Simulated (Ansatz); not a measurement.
**What RbSbS3 in P4_2/mmc, a phase reached by a soft mode distorts into**

Aim: this structure of RbSbS3 in P4_2/mmc, a phase reached by a soft mode is to be tested for unstable modes, and one is followed downhill.

Program: Ansatz 0.2.0. Level of theory: DFT PBEsol, scalar-relativistic, plane waves, PAW; PAW set soft_1. Results are calculated unless marked as measured.

This is a report of a sequence of runs, with most program output left out.

The structure was built from a prototype and need not be the compound's stable phase.

## (1) Starting point

The structure is tetragonal, space group P4_2/mmc (No. 131). Conventional cell: a = 4.993 Å, b = 4.993 Å, c = 10.418 Å, α = 90.00°, β = 90.00°, γ = 90.00°. Nearest to Rb lie 12 S at 3.20 to 4.06 Å. Nearest to Sb lie 6 S at 2.57 to 2.60 Å. Nearest to S lie 2 Sb at 2.60 Å and 4 Rb at 3.53 Å. Nearest to S lie 2 Sb at 2.57 Å and 4 Rb at 3.20 to 4.06 Å. Farther neighbours and most contacts between anions are not listed.

## (2) Zone-centre response

This phase was reached earlier by freezing in an unstable mode of a structure of higher symmetry and relaxing. Its zone-centre modes can show that it is still unstable.

input.yaml reads:

```yaml
crystal:
  lattice:
    - [4.9931665696, 0.0, 0.0]
    - [0.0, 4.9931665696, 0.0]
    - [0.0, 0.0, 10.4183272657]
  atoms:
    - { symbol: Rb, position: [0.0, 0.0, 0.0] }
    - { symbol: Rb, position: [0.0, 0.0, 0.5] }
    - { symbol: Sb, position: [0.5, 0.5, 0.25] }
    - { symbol: Sb, position: [0.5, 0.5, 0.75] }
    - { symbol: S, position: [0.5, 0.5, 0.5] }
    - { symbol: S, position: [0.5, 0.5, 0.0] }
    - { symbol: S, position: [0.5, 0.0, 0.1925476471] }
    - { symbol: S, position: [0.5, 0.0, 0.8074523529] }
    - { symbol: S, position: [0.0, 0.5, 0.3074523529] }
    - { symbol: S, position: [0.0, 0.5, 0.6925476471] }
kpoints:
  mp_grid: { grid: [8, 8, 4] }
hamiltonian:
  xc: pbesol
  pseudopotentials: { kind: paw, azcp: { folder: soft_1 }, xc_functional: pbe }
scf:
  occupations: { method: methfessel_paxton, width: 0.2 }
output:
  eigenvalues: true
phonons:
  method: dfpt
```

Command:

```console
$ ansatz run input.yaml --threads 8 --pin off --max-ram 16384MiB --backend cpu --events-out ev --progress --plain --runs-dir out
```

It took 2.3 min on 8 threads of Arm Neoverse V2, shared host; peak memory 3.4 GiB.

This step gave:

| Property | Result |
| --- | --- |
| volume per atom | 25.97 Å³ |
| gap on the k-mesh | 0 eV |
| sum-rule residual before enforcement | 8.03e-5 eV/Å² |
| point group | 4/mmm |
| highest optical mode at the zone centre (no LO-TO term) | 211.8 cm⁻¹ |
| lowest optical zone-centre mode | -54.17 cm⁻¹ |

Patterns of degenerate modes are one choice out of their space. Modes at Γ, with each element's share of the kinetic energy (negative means imaginary):

```tsv
mode	frequency (cm⁻¹)	symmetry	Rb %	Sb %	S %
1	-54.2	Eu	22	16	62
2	-54.2	Eu	22	16	62
3	-18.0	Eu	30	31	39
4	-18.0	Eu	30	31	39
5	0.0	acoustic	28	40	32
6	0.0	acoustic	28	40	32
7	0.0	acoustic	28	40	32
8	12.5	B2u	60	0	40
9	25.3	Eg	0	91	9
10	25.3	Eg	0	91	9
11	62.6	Eu	60	5	35
12	62.6	Eu	60	5	35
13	73.2	A2u	49	48	3
14	82.6	Eg	0	2	98
15	82.6	Eg	0	2	98
16	105.5	Eu	13	0	87
17	105.5	Eu	13	0	87
18	117.0	A2u	19	12	69
19	128.3	B2u	40	0	60
20	133.4	B1g	0	48	52
21	148.2	Eu	45	1	54
22	148.2	Eu	45	1	54
23	155.8	A1g	0	0	100
24	157.1	A2u	4	0	96
25	177.9	B1g	0	52	48
26	194.1	Eg	0	7	93
27	194.1	Eg	0	7	93
28	211.6	B2u	0	0	100
29	211.8	Eu	2	7	90
30	211.8	Eu	2	7	90
```

Displacements in mode 1 (-54.2 cm⁻¹), the largest set to 1:
```
Rb1  0.00  0.36  0.00
Rb2 -0.01 -0.06  0.00
Sb3  0.00 -0.19  0.00
Sb4  0.00 -0.19  0.00
S5  -0.02 -0.10  0.00
S6   0.00  1.00  0.00
S7   0.00 -0.08  0.00
S8   0.00 -0.08  0.00
S9   0.00 -0.06  0.00
S10  0.00 -0.06  0.00
```

Displacements in mode 29 (211.8 cm⁻¹), the largest set to 1:
```
Rb1  0.00  0.01  0.00
Rb2  0.00  0.14  0.00
Sb3  0.00 -0.16  0.00
Sb4  0.00 -0.16  0.00
S5   0.00 -0.12  0.00
S6   0.00 -0.14  0.00
S7   0.00  1.00  0.00
S8   0.00  1.00  0.00
S9   0.00 -0.46  0.00
S10  0.00 -0.46  0.00
```

Before it was imposed, the acoustic sum rule was missed by 8.0e-5 eV/Å². Small misses are needed for a sound result but don't prove that mesh and cutoff are converged. The lowest optical mode is imaginary, 54.2i cm⁻¹, so the energy falls along it.

## (3) The mode frozen in, largest atomic shift 0 Å

The mode followed lies at Γ with frequency 54.2i cm⁻¹ and is 2-fold degenerate, the softest among the wavevectors solved. At small amplitude the distorted cell has space group no. 25 by a symmetry search on the positions. The undistorted cell that holds it gives the zero of energy on the same k mesh.

input.yaml: that of step 2 with these lines changed.

```diff
@@ -24,4 +24,4 @@
 output:
+  forces: true
+  stress: true
   eigenvalues: true
-phonons:
-  method: dfpt
```

Wall time 4.5 s (8 threads); peak memory 1.1 GiB.

Numbers from this step:

```
pressure                         : 0.006866 GPa
energy from the undistorted cell : 0 meV/atom
```

The run ends at a pressure of 0.01 GPa, with forces up to 1.4e-4 eV/Å.

## (4) The mode frozen in, largest atomic shift 0.32 Å

The atoms are moved along the unstable eigenvector, the largest shift by 0.32 Å, with the cell fixed.

input.yaml, the sections that differ from step 3:

```yaml
crystal:
  lattice:
    - [4.9931665696, 0.0, 0.0]
    - [0.0, 4.9931665696, 0.0]
    - [0.0, 0.0, 10.4183272657]
  atoms:
    - { symbol: Rb, position: [0.0041283949, 0.0, 0.0] }
    - { symbol: Rb, position: [-0.0231207371, 0.0, 0.5] }
    - { symbol: Sb, position: [0.511974409, 0.5, 0.25] }
    - { symbol: Sb, position: [0.511974409, 0.5, 0.75] }
    - { symbol: S, position: [0.4359124124, 0.5, 0.5] }
    - { symbol: S, position: [0.5062585526, 0.5, 0.0] }
    - { symbol: S, position: [0.5039187448, 0.0, 0.1925476471] }
    - { symbol: S, position: [0.5039187448, 0.0, 0.8074523529] }
    - { symbol: S, position: [0.0048339763, 0.5, 0.3074523529] }
    - { symbol: S, position: [0.0048339763, 0.5, 0.6925476471] }
# kpoints, hamiltonian, scf, output: as in step 3
```

Run time: 12 s. Hardware: 8 threads; peak memory 1.2 GiB.

Numbers from this step:

- pressure: 0.04910 GPa
- energy from the undistorted cell: -1.745 meV/atom

The energy, extrapolated to zero smearing, is -1.75 meV/atom against the undistorted cell.

The run ends at a pressure of 0.05 GPa, with forces up to 0.11 eV/Å.

## (5) Energy along the mode, all amplitudes (two of the runs are shown above)

An imaginary frequency means negative curvature, so the energy should fall and then rise again as anharmonic terms take over.

Numbers from this step:

| Property | Result |
| --- | --- |
| depth at the lowest point sampled | 1.745 meV/atom |
| largest atomic shift at that point | 0.32 Å |

Energy from the parent against largest atomic shift:

```tsv
largest atomic shift (Å)	energy from the parent (meV/atom)
0.000	0
0.040	-0.046
0.080	-0.178
0.140	-0.511
0.220	-1.09
0.320	-1.75
0.450	-1.74
0.600	0.758
```

Displacement at unit largest shift by atom:

```tsv
atom	x (Å)	y (Å)	z (Å)	size
Rb1	0.06	0.00	0.00	0.06
Rb2	-0.36	0.00	0.00	0.36
Sb3	0.19	0.00	0.00	0.19
Sb4	0.19	0.00	0.00	0.19
S5	-1.00	0.00	0.00	1.00
S6	0.10	0.00	0.00	0.10
S7	0.06	0.00	0.00	0.06
S8	0.06	0.00	0.00	0.06
S9	0.07	0.00	0.00	0.07
S10	0.07	0.00	0.00	0.07
```

The lowest of the steps tried is at 0.32 Å, 1.75 meV/atom below the parent; the bottom of the well need not coincide with a step.

## (6) Relaxation from the frozen mode

Starting from the lowest point found, all atoms and the cell are let go, so that strain and other modes of the same symmetry can join in.

input.yaml: that of step 4 with these lines changed.

```diff
@@ -27 +27,6 @@
   eigenvalues: true
+relax:
+  adjacent_minimum: "off"
+  f_tol: 0.002
+  max_steps: 120
+  cell: { stress_tol: 0.03 }
```

Wall time 5.4 min (8 threads); peak memory 1.4 GiB; 42 min of CPU time.

Relaxation path (22 of 27):

```tsv
step	energy less that of the first step (eV)	largest force component (eV/Å)	pressure (GPa)	volume (Å³)
1	0.0000	0.1109	0.05	259.75
2	-0.0169	0.0852	0.00	259.87
3	-0.0526	0.1163	-0.06	259.76
5	-0.0828	0.1521	-0.03	259.62
6	-0.0948	0.1060	-0.09	260.12
7	-0.1388	0.2445	0.10	260.95
8	-0.2468	0.3281	0.06	262.90
10	-0.6569	0.9455	0.59	263.69
11	-0.7584	0.9653	0.26	263.65
12	-0.8677	0.3114	0.33	266.39
13	-0.9286	0.3272	0.60	269.81
15	-0.9480	0.0686	0.06	273.23
16	-0.9507	0.0170	-0.02	273.84
17	-0.9511	0.0088	-0.01	273.57
18	-0.9514	0.0015	0.00	273.29
20	-1.0093	0.0355	0.10	276.98
21	-1.0129	0.0150	0.01	280.31
22	-1.0129	0.0174	0.01	280.96
23	-1.0130	0.0285	0.00	280.62
25	-1.0131	0.0062	0.00	280.81
26	-1.0131	0.0004	0.00	280.81
27*	-1.0139	0.0004	0.00	280.81
```

Relaxation steps marked * repeat the geometry before them on a plane-wave basis chosen anew for their cell, so energy and pressure can jump there. Other such steps can lie between the rows shown. Relaxation steps 14, 23 were tried and not accepted.

Forces are held to the 4 operations that the run works with; a distortion that breaks them can't arise in this run.

```tsv
cell as run	before	after	change
a (Å)	4.993	6.330	+26.8 %
b (Å)	4.993	4.569	-8.5 %
c (Å)	10.418	9.710	-6.8 %
volume (Å³/atom)	25.97	28.08	+8.1 %
```

The atoms that moved most (Å, as changes of fractional coordinates times the final cell):

```tsv
atom	dx	dy	dz	length
S9	-0.327	0.000	-0.471	0.573
S10	-0.327	0.000	0.471	0.573
Rb2	0.543	0.000	0.000	0.543
Sb3	0.487	0.000	0.096	0.496
Sb4	0.487	0.000	-0.096	0.496
S6	-0.313	0.000	0.000	0.313
S8	-0.244	0.000	0.144	0.284
S7	-0.244	0.000	-0.144	0.284
```

The relaxed structure:

```cif
data_structure
_symmetry_space_group_name_H-M 'P 1'
_symmetry_Int_Tables_number 1
_cell_length_a 6.3300
_cell_length_b 4.5688
_cell_length_c 9.7097
_cell_angle_alpha 90.000
_cell_angle_beta 90.000
_cell_angle_gamma 90.000
_cell_volume 280.81
loop_
_atom_site_label
_atom_site_type_symbol
_atom_site_fract_x
_atom_site_fract_y
_atom_site_fract_z
_atom_site_occupancy
Rb1 Rb 0.98547 0.00000 0.00000 1
Rb2 Rb 0.06267 0.00000 0.50000 1
Sb3 Sb 0.58887 0.50000 0.25994 1
Sb4 Sb 0.58887 0.50000 0.74006 1
S5 S 0.44495 0.50000 0.50000 1
S6 S 0.45684 0.50000 0.00000 1
S7 S 0.46534 0.00000 0.17767 1
S8 S 0.46534 0.00000 0.82233 1
S9 S 0.95314 0.50000 0.25898 1
S10 S 0.95314 0.50000 0.74102 1
```

This step gave:

- pressure: 0.002052 GPa
- volume per atom: 28.08 Å³

The distorted start has space group Pmm2; the relaxation ends in Pmm2.

## (7) The new phase in its own primitive cell

The relaxed structure is symmetrised, reduced to its primitive cell and relaxed tightly, as its phonons need.

input.yaml, the sections that differ from step 6:

```yaml
crystal:
  lattice:
    - [4.5688264193, 0.0, 0.0]
    - [0.0, 9.7097157593, 0.0]
    - [0.0, 0.0, 6.3299829063]
  atoms:
    - { symbol: Rb, position: [0.0, 0.0, 0.985472755] }
    - { symbol: Rb, position: [0.0, 0.5, 0.0626745861] }
    - { symbol: Sb, position: [0.5, 0.7400638627, 0.5888671136] }
    - { symbol: Sb, position: [0.5, 0.2599361373, 0.5888671136] }
    - { symbol: S, position: [0.5, 0.5, 0.4449458706] }
    - { symbol: S, position: [0.5, 0.0, 0.4568359218] }
    - { symbol: S, position: [0.0, 0.8223316243, 0.4653437228] }
    - { symbol: S, position: [0.0, 0.1776683757, 0.4653437228] }
    - { symbol: S, position: [0.5, 0.7410151514, 0.9531410384] }
    - { symbol: S, position: [0.5, 0.2589848486, 0.9531410384] }
kpoints:
  mp_grid: { grid: [8, 4, 6] }
relax:
  adjacent_minimum: "off"
  f_tol: 0.001
  max_steps: 60
  cell: { stress_tol: 0.01 }
# hamiltonian, scf, output: as in step 6
```

The job ended after 24 s (8 threads; peak memory 1.2 GiB).

Little changed from the start: no atom moved by 0.005 Å and no cell edge by 0.1 %.

This step gave:

| Quantity | Value |
| --- | --- |
| pressure | 0.002053 GPa |

The largest force component left is 0.40 meV/Å and the pressure is 0.002 GPa, within the tolerances set. The cell now holds 28.08 Å³/atom.

## (8) Modes of the new phase

A relaxed structure may still be a saddle point, so its zone-centre modes are computed. No field response is asked, since the mesh shows no gap.

input.yaml: that of step 7 with these lines changed.

```diff
@@ -24,9 +24,4 @@
 output:
-  forces: true
-  stress: true
   eigenvalues: true
-relax:
-  adjacent_minimum: "off"
-  f_tol: 0.001
-  max_steps: 60
-  cell: { stress_tol: 0.01 }
+phonons:
+  method: dfpt
```

Wall time 4.3 min (8 threads); peak memory 3.4 GiB; 33 min of CPU time.

Numbers from this step:

```
sum-rule residual before enforcement                    : 3.22e-5 eV/Å²
point group                                             : mm2
highest optical mode at the zone centre (no LO-TO term) : 396.2 cm⁻¹
lowest optical zone-centre mode                         : 27.53 cm⁻¹
```

Patterns of degenerate modes are one choice out of their space. Modes at Γ, with each element's share of the kinetic energy:

```tsv
mode	frequency (cm⁻¹)	symmetry	Rb %	Sb %	S %
1	0.0	acoustic	28	40	32
2	0.0	acoustic	28	40	32
3	0.0	acoustic	28	40	32
4	27.5	A2	0	71	29
5	37.7	B2	20	23	58
6	42.0	B1	24	8	68
7	53.5	A1	97	2	2
8	57.2	B1	76	15	10
9	58.7	B2	25	44	31
10	66.6	A1	68	14	18
11	74.3	B2	47	23	30
12	80.5	B1	20	17	62
13	84.2	B2	68	18	14
14	89.6	B1	35	0	65
15	90.1	A1	6	29	66
16	129.7	A2	0	2	98
17	139.2	B1	17	2	82
18	144.0	A1	0	1	98
19	145.5	B2	12	3	85
20	156.5	A1	0	25	75
21	161.0	B2	0	5	95
22	173.9	A1	0	25	75
23	211.1	B2	0	19	81
24	215.0	A1	0	30	70
25	219.3	A2	0	27	73
26	236.2	A1	0	13	87
27	256.4	B1	0	18	82
28	262.8	B2	0	4	96
29	386.4	B2	0	20	80
30	396.2	A1	0	22	78
```

Displacements in mode 4 (27.5 cm⁻¹), the largest set to 1:
```
Rb1  0.00  0.00  0.00
Rb2  0.00  0.00  0.00
Sb3  0.85  0.00  0.00
Sb4 -0.85  0.00  0.00
S5   0.00  0.00  0.00
S6   0.00  0.00  0.00
S7   1.00  0.00  0.00
S8  -1.00  0.00  0.00
S9   0.32  0.00  0.00
S10 -0.32  0.00  0.00
```

Displacements in mode 13 (84.2 cm⁻¹), the largest set to 1:
```
Rb1  0.00  1.00  0.00
Rb2  0.00 -0.44  0.00
Sb3  0.00 -0.28 -0.18
Sb4  0.00 -0.28  0.18
S5   0.00 -0.22  0.00
S6   0.00 -0.01  0.00
S7   0.00  0.50  0.10
S8   0.00  0.50 -0.10
S9   0.00 -0.08 -0.20
S10  0.00 -0.08  0.20
```

Before it was imposed, the acoustic sum rule was missed by 3.2e-5 eV/Å². Small misses are needed for a sound result but don't prove that mesh and cutoff are converged. The lowest optical mode is real, 27.5 cm⁻¹.

## (9) What came out

```
unstable mode of the parent                                                      : q = (0, 0, 0), 54i cm⁻¹
depth at the lowest point sampled                                                : 1.75 meV/atom
largest atomic shift at that point                                               : 0.32 Å
space group reached (within 0.01 Å)                                              : Pmm2
energy gained over the parent (first relaxation, on the mesh of the frozen mode) : 103 meV/atom
volume per atom, phase reached                                                   : 28.1 Å³
lowest optical zone-centre mode, phase reached                                   : 27.5 cm⁻¹
highest optical mode at the zone centre (no LO-TO term), phase reached           : 396 cm⁻¹
```

What this shows: From this start the structure relaxes into Pmm2, 103 meV/atom below the parent. At the parent's cell the well is 1.745 meV/atom deep on the steps tried, with its lowest point at a shift of 0.32 Å. Relaxing atoms and cell changes the gain by +101.69 meV/atom against the lowest step (energies at zero smearing). Most of the total comes from this relaxation. The frozen pattern makes up only 3 % of the final shifts of the atoms, so other modes or strain give most of the change. The new phase has no imaginary mode at the zone centre of its cell; other wavevectors were not checked. Of the 2 patterns followed to their end from this parent, this one reaches the lowest energy. Each path keeps the symmetry of its pattern, so a lower phase may lie along a pattern not tried. With no gap, or one that is small against the smearing, the frequencies hang on the k mesh and the smearing, most of all near Kohn anomalies. A semilocal functional can close a gap that the real compound would have, so the metallic treatment may be an artefact of the level. Spin-orbit coupling is left out, which can matter for the heavy elements here. The PAW files were made for PBE and serve the other functionals too. The starting cell was built on a prototype and not taken from a measurement, so the phase need not exist.

[Logs are printed without paths, hosts, clocks, repeated set-up lines and the standing remarks that a program may print on its own settings, such as how far it seeks lower states.]

[Hosts, paths, dates, database ids (printed as entryN), source tags and the programs' standing remarks are cut or masked in the printed files.]
